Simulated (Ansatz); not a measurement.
# A frame of liquid (Cs,Li)Cl from 900 K (108 atoms): geometry optimisation, part 3 of 3

Aim: bring a frame of liquid (Cs,Li)Cl from 900 K (108 atoms) to a nearby minimum of the energy and see what moves.

Ansatz 0.2.0; Kohn-Sham DFT, PBE, PAW (set soft_2), plane waves.

The cell: 37 Cs, 17 Li and 54 Cl. The network of bonds at the start is that of the classical potential that made the cell. The ion parameters were fitted for water, not for melts. Sampling is at Γ alone, for a cell whose shortest periodic width is 16 Å. Spin–orbit coupling is left out.

So far, density (g/cm³): step 4 (distances and neighbours after relaxation) 2.7.

## (5) Single point at the relaxed geometry

The electronic structure is read at the final geometry, in a run of its own.

Input file input.yaml:

```yaml
crystal:
  lattice:
    - [16.22871, 0.0, 0.0]
    - [0.0, 16.22871, 0.0]
    - [0.0, 0.0, 16.22871]
  atoms:
    - { symbol: Cs, position: [0.34117, 0.01273, 0.89492] }
    - { symbol: Cs, position: [0.1404, 0.32426, 0.1251] }
    - { symbol: Cs, position: [0.75618, 0.25708, 0.62142] }
    - { symbol: Cs, position: [0.93381, 0.90801, 0.27367] }
    - { symbol: Cs, position: [0.89871, 0.24105, 0.84114] }
    - { symbol: Cs, position: [0.65023, 0.43804, 0.86208] }
    - { symbol: Cs, position: [0.96845, 0.71388, 0.51579] }
    - { symbol: Cs, position: [0.39011, 0.83539, 0.33917] }
    - { symbol: Cs, position: [0.59477, 0.14318, 0.40451] }
    - { symbol: Cs, position: [0.22926, 0.0866, 0.27567] }
    - { symbol: Cs, position: [0.25142, 0.41656, 0.42631] }
    - { symbol: Cs, position: [0.40977, 0.52887, 0.02016] }
    - { symbol: Cs, position: [0.4926, 0.36551, 0.24903] }
    - { symbol: Cs, position: [0.57256, 0.65704, 0.26609] }
    - { symbol: Cs, position: [0.68824, 0.90042, 0.41009] }
    - { symbol: Cs, position: [0.87648, 0.98262, 0.63545] }
    - { symbol: Cs, position: [0.24156, 0.83481, 0.73151] }
    - { symbol: Cs, position: [0.17702, 0.79368, 0.14462] }
    - { symbol: Cs, position: [0.81301, 0.79756, 0.83559] }
    - { symbol: Cs, position: [0.57895, 0.86565, 0.64246] }
    - { symbol: Cs, position: [0.46499, 0.83187, 0.07224] }
    - { symbol: Cs, position: [0.96736, 0.37156, 0.51647] }
    - { symbol: Cs, position: [0.1817, 0.23688, 0.85387] }
    - { symbol: Cs, position: [0.6743, 0.00499, 0.12846] }
    - { symbol: Cs, position: [0.14342, 0.10337, 0.57075] }
    - { symbol: Cs, position: [0.50189, 0.61443, 0.66065] }
    - { symbol: Cs, position: [0.43291, 0.3339, 0.66006] }
    - { symbol: Cs, position: [0.9457, 0.16414, 0.35223] }
    - { symbol: Cs, position: [0.74473, 0.27158, 0.17948] }
    - { symbol: Cs, position: [0.79825, 0.71088, 0.09672] }
    - { symbol: Cs, position: [0.90502, 0.53309, 0.28627] }
    - { symbol: Cs, position: [0.54712, 0.10255, 0.72873] }
    - { symbol: Cs, position: [0.4536, 0.21878, 0.01873] }
    - { symbol: Cs, position: [0.78095, 0.57909, 0.67084] }
    - { symbol: Cs, position: [0.11067, 0.56615, 0.00929] }
    - { symbol: Cs, position: [0.64935, 0.44869, 0.44739] }
    - { symbol: Cs, position: [0.06307, 0.50252, 0.76413] }
    - { symbol: Li, position: [0.69902, 0.0992, 0.90276] }
    - { symbol: Li, position: [0.74931, 0.68264, 0.45527] }
    - { symbol: Li, position: [0.13221, 0.87739, 0.45339] }
    - { symbol: Li, position: [0.60455, 0.91995, 0.8949] }
    - { symbol: Li, position: [0.27152, 0.7179, 0.50241] }
    - { symbol: Li, position: [0.90919, 0.40912, 0.05102] }
    - { symbol: Li, position: [0.08284, 0.99659, 0.86814] }
    - { symbol: Li, position: [0.66131, 0.49794, 0.09257] }
    - { symbol: Li, position: [0.92663, 0.06157, 0.04766] }
    - { symbol: Li, position: [0.27511, 0.5812, 0.23983] }
    - { symbol: Li, position: [0.00201, 0.86935, 0.97301] }
    - { symbol: Li, position: [0.37556, 0.93039, 0.54457] }
    - { symbol: Li, position: [0.13579, 0.64152, 0.35294] }
    - { symbol: Li, position: [0.59708, 0.72497, 0.92263] }
    - { symbol: Li, position: [0.12125, 0.06573, 0.04848] }
    - { symbol: Li, position: [0.03558, 0.737, 0.83692] }
    - { symbol: Li, position: [0.30309, 0.43646, 0.81817] }
    - { symbol: Cl, position: [0.49635, 0.82465, 0.86195] }
    - { symbol: Cl, position: [0.06981, 0.54021, 0.43356] }
    - { symbol: Cl, position: [0.35949, 0.67435, 0.16795] }
    - { symbol: Cl, position: [0.88687, 0.40557, 0.70725] }
    - { symbol: Cl, position: [0.79908, 0.13076, 0.01033] }
    - { symbol: Cl, position: [0.3047, 0.44127, 0.21647] }
    - { symbol: Cl, position: [0.17437, 0.04028, 0.77093] }
    - { symbol: Cl, position: [0.15682, 0.77505, 0.55641] }
    - { symbol: Cl, position: [0.55867, 0.04709, 0.94975] }
    - { symbol: Cl, position: [0.9542, 0.17994, 0.63099] }
    - { symbol: Cl, position: [0.89925, 0.91851, 0.06187] }
    - { symbol: Cl, position: [0.03515, 0.07853, 0.1675] }
    - { symbol: Cl, position: [0.67138, 0.83352, 0.98966] }
    - { symbol: Cl, position: [0.70456, 0.97699, 0.80463] }
    - { symbol: Cl, position: [0.93945, 0.35579, 0.1781] }
    - { symbol: Cl, position: [0.16591, 0.6757, 0.84455] }
    - { symbol: Cl, position: [0.13965, 0.92934, 0.98878] }
    - { symbol: Cl, position: [0.31944, 0.93672, 0.17117] }
    - { symbol: Cl, position: [0.00178, 0.88601, 0.82263] }
    - { symbol: Cl, position: [0.78999, 0.29553, 0.4125] }
    - { symbol: Cl, position: [0.77841, 0.05471, 0.29981] }
    - { symbol: Cl, position: [0.6879, 0.22295, 0.82577] }
    - { symbol: Cl, position: [0.95514, 0.67699, 0.73298] }
    - { symbol: Cl, position: [0.01385, 0.96517, 0.46579] }
    [... 24 atom lines left out ...]
    - { symbol: Cl, position: [0.2399, 0.15164, 0.05054] }
    - { symbol: Cl, position: [0.00856, 0.38989, 0.95328] }
    - { symbol: Cl, position: [0.25627, 0.95872, 0.45471] }
    - { symbol: Cl, position: [0.39236, 0.97337, 0.68105] }
    - { symbol: Cl, position: [0.77545, 0.785, 0.56741] }
    - { symbol: Cl, position: [0.38616, 0.77272, 0.56302] }
kpoints:
  mp_grid: { grid: [1, 1, 1] }
hamiltonian:
  xc: pbe
scf:
  occupations: { method: gaussian, width: 0.025 }
output:
  forces: true
  stress: true
  populations: true
  dos:
    method: { smearing: { sigma: 0.1 } }
    de: 0.1
    projected: { site_lists: { Cl: [Cl], Cs: [Cs], Li: [Li] } }
  eigenvalues: true
  write_density: true
  write_potential: true
  volumetric_format: npy
```

On the command line:

```console
$ ansatz run input.yaml --threads 4 --pin off --max-ram 8192MiB --backend cpu --events-out ev --progress --plain --runs-dir out
```

Numbers of over 12 decimals in the logs are rounded to 6 here.

What it wrote:

```text
[...]
Crystal: 108 atoms, lattice volume = 4274.172 Å³
Basis set: ecut = 420 eV, 83599 PW (Γ), exchange–correlation on 240×240×240 points (8 copies of the dense FFT grid, shifted against one another)
Bands: 489, of which v1, the nominal top of the filled ones, is band 381 counted from 1 (380 counted from 0)
Symmetry: 1 space group operations
[...]
k-points: 1
[...]
SCF iter   1: F=—  HF=-271794.772780 eV  |F-HF|=—  |Δ(HF+E_count)|=         —  Δρ=5.96e-4  dr2=6.89e-2  ethr=1.77e-3  ⟨swp⟩=8.0  Hψ=2282  notcnv=0  defer=40
[...]
SCF iter   7: F=-271794.705196 eV  HF=-271794.705196 eV  |F-HF|=1.43e-8  |Δ(HF+E_count)|=   4.73e-7  Δρ=9.09e-7  dr2=6.34e-8  ethr=1.31e-11  ⟨swp⟩=22.0  Hψ=4538  notcnv=0
SCF 1 converged in 7 iterations: F = -271794.705196 eV  dr2 = 6.34e-8
[...]
WARN: The input density's exchange-correlation potential varies sharply where the density is thin. Do not read a vacuum level from v_tot or v_xc, or from such a field of the output density. On a cell that repeats whose density bears no net charge and no dipole along the vacuum's axis use v_es (v_loc + v_h of the components); [...]
SCF converged after 7 iterations
Free energy (F): -271794.705196 eV
[...]
Internal energy: -271794.705196 eV  (E = F + TS)
E sigma→0 (E₀):  -271794.705196 eV
Fermi energy:    2.823657 eV
[...]
--- Forces (eV/Å), atoms counted from 1 ---
  atom   1  Cs     0.00046719    -0.00032728     0.00383690
  atom   2  Cs     0.00004141    -0.00275818    -0.00092312
  atom   3  Cs    -0.00147834     0.00104326     0.00831002
  atom   4  Cs     0.00102331    -0.00330905    -0.00123781
  atom   5  Cs    -0.00410869     0.00026194     0.00099166
  atom   6  Cs     0.00128102     0.00529304     0.00406107
  atom   7  Cs    -0.00666974    -0.00266708     0.00010157
  atom   8  Cs     0.00206114    -0.00061318    -0.00461382
  atom   9  Cs     0.00461278     0.00182682    -0.00355553
  atom  10  Cs     0.00218170     0.00750904    -0.00297220
  atom  11  Cs     0.00073256     0.00243401    -0.00156025
  atom  12  Cs    -0.00532532    -0.00395602     0.00246989
  atom  13  Cs    -0.00570458     0.00165914     0.00057691
  atom  14  Cs    -0.00918774    -0.00413963    -0.00176207
[...]
atom 107  Cl    -0.00076474     0.00304066     0.00014246
  atom 108  Cl    -0.00283240    -0.00026752     0.00093697
  max |Σ_I F_I| component: 2.67e-5 eV/Å
--- Stress (GPa, compression-positive) ---
        0.030281       0.006233       0.016287
        0.006233       0.055182       0.050268
        0.016287       0.050268       0.009132
  P = ⅓ Tr σ = 0.0315 GPa (0.315 kbar)
--- Band table (eV) ---
[...]
--- Löwdin populations: 108 sites ---
  site symbol       q [e]
     0     Cs      8.1759
     1     Cs      8.1731
     2     Cs      8.1881
[...]
107     Cl      7.6988
  spilling = 0.004889 (of n_electrons = 762.000000)
```

The job ended after 85 s (4 threads of Arm Neoverse V2, shared host; peak memory 5.5 GiB).

The program notes that the exchange-correlation potential is rough where the density is thin.

The run gave:

```yaml
free_energy: -271794.7052 eV
free_energy_per_atom: -2516.6176 eV/atom
scf_cycles: 7
pressure: 0.03153 GPa
r_m_s_force_component: 0.00355 eV/Å
longest_force: 0.01348 eV/Å
fermi_energy: 2.824 eV
spacing_of_highest_filled_and_lowest_empty_level: 4.325 eV
spilling_of_the_projection: 0.004889
```

Löwdin charges by element and coordination (they lack the spilled electrons, 0.034 e an atom on average):

| element | coordination | atoms | mean charge (e) | spread | least | most |
| --- | --- | --- | --- | --- | --- | --- |
| Cl | all | 54 | -0.715 | 0.0219 | -0.758 | -0.674 |
| Cl | 4 | 7 | -0.720 | 0.0173 | -0.749 | -0.697 |
| Cl | 5 | 30 | -0.714 | 0.0246 | -0.758 | -0.674 |
| Cl | 6 | 17 | -0.715 | 0.0179 | -0.744 | -0.691 |
| Cs | all | 37 | 0.829 | 0.0084 | 0.812 | 0.846 |
| Cs | 5 | 13 | 0.836 | 0.0068 | 0.822 | 0.846 |
| Cs | 6 | 18 | 0.826 | 0.007 | 0.812 | 0.836 |
| Cs | 7 | 6 | 0.822 | 0.0024 | 0.818 | 0.825 |
| Li | all | 17 | 0.687 | 0.0125 | 0.667 | 0.716 |
| Li | 3 | 3 | 0.707 | 0.007 | 0.699 | 0.716 |
| Li | 4 | 14 | 0.682 | 0.0082 | 0.667 | 0.701 |

Density of states as counts of states in windows of 1 eV (from the Fermi level), total and the larger projections:

| from (eV) | to (eV) | total | Cl p | Cs p | Cs s | Cl s |
| --- | --- | --- | --- | --- | --- | --- |
| -18 | -16 | 0.0 | 0.0 | 0.0 | 0.0 | 0.0 |
| -16 | -15 | 5.4 | 0.0 | 0.0 | 0.1 | 4.9 |
| -15 | -14 | 101.0 | 0.0 | 0.6 | 2.6 | 95.7 |
| -14 | -13 | 1.5 | 0.0 | 0.0 | 0.1 | 1.5 |
| -13 | -10 | 0.0 | 0.0 | 0.0 | 0.0 | 0.0 |
| -10 | -9 | 0.3 | 0.0 | 0.3 | 0.0 | 0.0 |
| -9 | -8 | 219.1 | 3.7 | 213.5 | 0.8 | 0.8 |
| -8 | -7 | 2.6 | 0.0 | 2.5 | 0.0 | 0.0 |
| -7 | -5 | 0.0 | 0.0 | 0.0 | 0.0 | 0.0 |
| -5 | -4 | 5.0 | 4.5 | 0.0 | 0.0 | 0.0 |
| -4 | -3 | 110.8 | 103.7 | 1.1 | 2.1 | 0.3 |
| -3 | -2 | 208.1 | 200.8 | 2.8 | 2.1 | 0.1 |
| -2 | -1 | 0.1 | 0.1 | 0.0 | 0.0 | 0.0 |
| -1 | 2 | 0.0 | 0.0 | 0.0 | 0.0 | 0.0 |
| 2 | 3 | 6.0 | 0.2 | 0.1 | 4.2 | 0.4 |
| 3 | 4 | 55.8 | 1.7 | 0.4 | 20.6 | 1.5 |
| 4 | 5 | 116.1 | 2.0 | 0.3 | 16.3 | 1.2 |

Between -26 and -18 eV lie 74 more states.

About 34 of the 762 electrons lie in deeper levels, below the stored range.

The levels nearest the highest filled one (over half full), pooled over k-points and spins:

| level less the highest filled one (eV) | occupation |
| --- | --- |
| -0.130 | 2 |
| -0.118 | 2 |
| -0.0993 | 2 |
| -0.072 | 2 |
| -0.0616 | 2 |
| 0 | 2 |
| 4.32 | 0 |
| 4.97 | 0 |
| 5.1 | 0 |
| 5.15 | 0 |
| 5.21 | 0 |
| 5.24 | 0 |

Valence density in the bc plane at fractional x = 0.132, with atoms of Cs and Li and Cl within 0.2 Å of it. It is the smooth field of the valence electrons, not physical close to the nuclei.

Ten steps, logarithmic in the rise over the least value, from '0' (0.0 e/Å³) to '9' (5.9 e/Å³), each cell a mean:
```
31111100000000000000124566653100000002466675
21001101122211000000001333322221100001245553
11000012355542100000000001234554310000011111
22221112456653100000011111246776421000000011
45543111344432100001233321235665320000000013
56654210111110000012344431112222100000000023
34442100000000001111233321000000000000000012
11111100000000001111111100000000000000000000
01344442100000000000000000000000122210000000
13565664210000000000000000000012466542100000
13565565310000000000000000000024677753100000
12455553111000000000001111000013466542110000
00112211234432100000112332110001122225884110
00000012466664210000123444210000112215883100
00000013576675210000112333246412345542110000
00000001345543100000000111279723467753200000
00111100111110000000000012234212456653100000
00111100000000000000001245654211123221000000
00111100000011211000002466576421122221000000
00111100001245554310001356665311345553200000
00111100002465456420000123432112456664210000
00221100002456566420001222211001245543211100
13895111001234543210013556542100011211234442
32563110000001110000125655653100000012466665
```
Columns run along b (16.2 Å), rows up along c (16.2 Å). Atoms in or near the plane, at fractional coordinates: Cs at (0.32, 0.13), Cs at (0.10, 0.57), Li at (0.88, 0.45), Li at (0.64, 0.35), Li at (0.07, 0.05), Cl at (0.93, 0.99), Cl at (0.24, 0.40), Cl at (0.59, 0.21).

Electrostatic potential energy in the bc plane at fractional x = 0.132, with atoms of Cs and Li and Cl within 0.2 Å of it. With pseudopotentials it is smooth inside the atoms' cores, unlike the true potential.

Ten even steps from '0' (-24 eV) to '9' (7 eV), each cell a mean:
```
99999999999999999999985200147999999999710005
99999999888889999999998766789999999999986578
88999998643357899999999999998668999999999988
78999998510137899999988899983003899999999988
75689998754568899998877789997447999999999999
61159999988889999998755678999999999999999999
98789999999999999999877788999999999999999999
99999999999999999999998899999999999999999999
98764568899999999999999999999999999999999999
87200004889999999999999999999999743589999999
86101103799999999999999999999998400059999999
98632247899999999999999999999999743588888999
99988899998899999999999999999999999984115899
99999999720028999999999888999999999984125899
99999999600017999999999999854589986788888999
99999999975579999999999998610168730058999999
99888899999999999999999999876789863479999999
99888899999999999999999985458999999999999999
99999999999988888999999820003899988888999999
99999999998753225789999951016998752236899999
99999999998500100489999998889998620015789999
98768999998510001588998888889998764357899999
85003799999875457889886311258899888889988789
87446899999998899999973001026899999999830016
```
Columns run along b (16.2 Å; values clipped at the 3rd and 97th percentile), rows up along c (16.2 Å). Atoms in or near the plane, at fractional coordinates: Cs at (0.32, 0.13), Cs at (0.10, 0.57), Li at (0.88, 0.45), Li at (0.64, 0.35), Li at (0.07, 0.05), Cl at (0.93, 0.99), Cl at (0.24, 0.40), Cl at (0.59, 0.21).

Mean Löwdin charges: Cl -0.71, Cs +0.83, Li +0.69 e (they miss 0.49 % of the electrons, so they add up to more than the cell's charge). The largest share in the top eV of filled states is Cl p (97 % of the projected weight), and in the lowest eV of empty states Cs s (81 % of the projected weight).

Local excerpt of 10 atoms (numbers count through the whole input) about Cl95, which has 4 bonded neighbours where the commonest count for Cl is 5; x, y, z are measured from there.

| atom | x | y | z | distance (Å) | bonds | Löwdin charge (e) |
| --- | --- | --- | --- | --- | --- | --- |
| Cl95 | 0.00 | 0.00 | 0.00 | 0.00 | 4 | -0.70 |
| Li43 | 1.83 | -1.36 | 0.26 | 2.29 | 3 | 0.71 |
| Li45 | -2.20 | 0.08 | 0.93 | 2.39 | 4 | 0.67 |
| Cs30 | 0.03 | 3.53 | 1.00 | 3.67 | 6 | 0.83 |
| Cs6 | -2.38 | -0.89 | -2.81 | 3.79 | 6 | 0.83 |
| Cl79 | -1.95 | -0.21 | 3.27 | 3.81 | 6 | -0.71 |
| Cl91 | -3.24 | 2.21 | 0.18 | 3.93 | 6 | -0.69 |
| Cl69 | 2.32 | -2.23 | 2.32 | 3.96 | 4 | -0.72 |
| Cl102 | -3.68 | -1.64 | 0.27 | 4.04 | 6 | -0.72 |
| Cl104 | 3.44 | -1.68 | -1.33 | 4.05 | 6 | -0.71 |

The column of bonds counts only the pairs Cl-Cs within 4.18 Å, Cl-Li within 2.98 Å; other neighbours, such as metal atoms beside each other in a compound, aren't counted, and periodic images can show an atom twice.

## (6) Results

| Property | Result |
| --- | --- |
| energy change in the relaxation | -118.2 meV/atom |
| r.m.s. displacement | 0.973 Å |
| largest displacement | 2.552 Å |
| free energy per atom | -2516.6176 eV/atom |
| pressure | 0.03153 GPa |
| r.m.s. force component | 0.00355 eV/Å |
| gap (highest filled to lowest empty level) | 4.325 eV |
| wall time of the 3 DFT runs | 28 min |

**Reading.** Relaxation lowers the energy by 118 meV/atom and moves atoms by 0.97 Å r.m.s.; the r.m.s. force component goes from 0.43 to 0.0036 eV/Å, the pressure goes from 1.4 to 0.032 GPa, and the gap from 3.82 to 4.32 eV. By the final cutoffs 23 of 255 bonded pairs parted and 48 joined. First to last step the energy falls by 12.769 eV; the largest move, 2.55 Å, is that of Cs9. The Cl-Cs bonds go from 3.396 Å (spread 0.281) to 3.551 Å (spread 0.176), and their number from 192 to 215. With the cutoffs above, 56 % of Cl atoms have 5, 49 % of Cs atoms have 6 and 82 % of Li atoms have 4 bonded neighbours. The highest filled and lowest empty levels differ by 4.32 eV (at Γ alone); a semilocal functional tends to put such gaps too low. In a disordered cell it changes from sample to sample and from frame to frame.

Caveats: The network of bonds at the start is that of the classical potential that made the cell; in DFT 23 of its 255 bonded pairs passed out of the cutoffs and 48 came within them.

[Logs are printed without paths, hosts, clocks, repeated set-up lines and the standing remarks that a program may print on its own settings, such as how far it seeks lower states.]

[Hosts, paths, dates, database ids (printed as entryN), source tags and the programs' standing remarks are cut or masked in the printed files.]
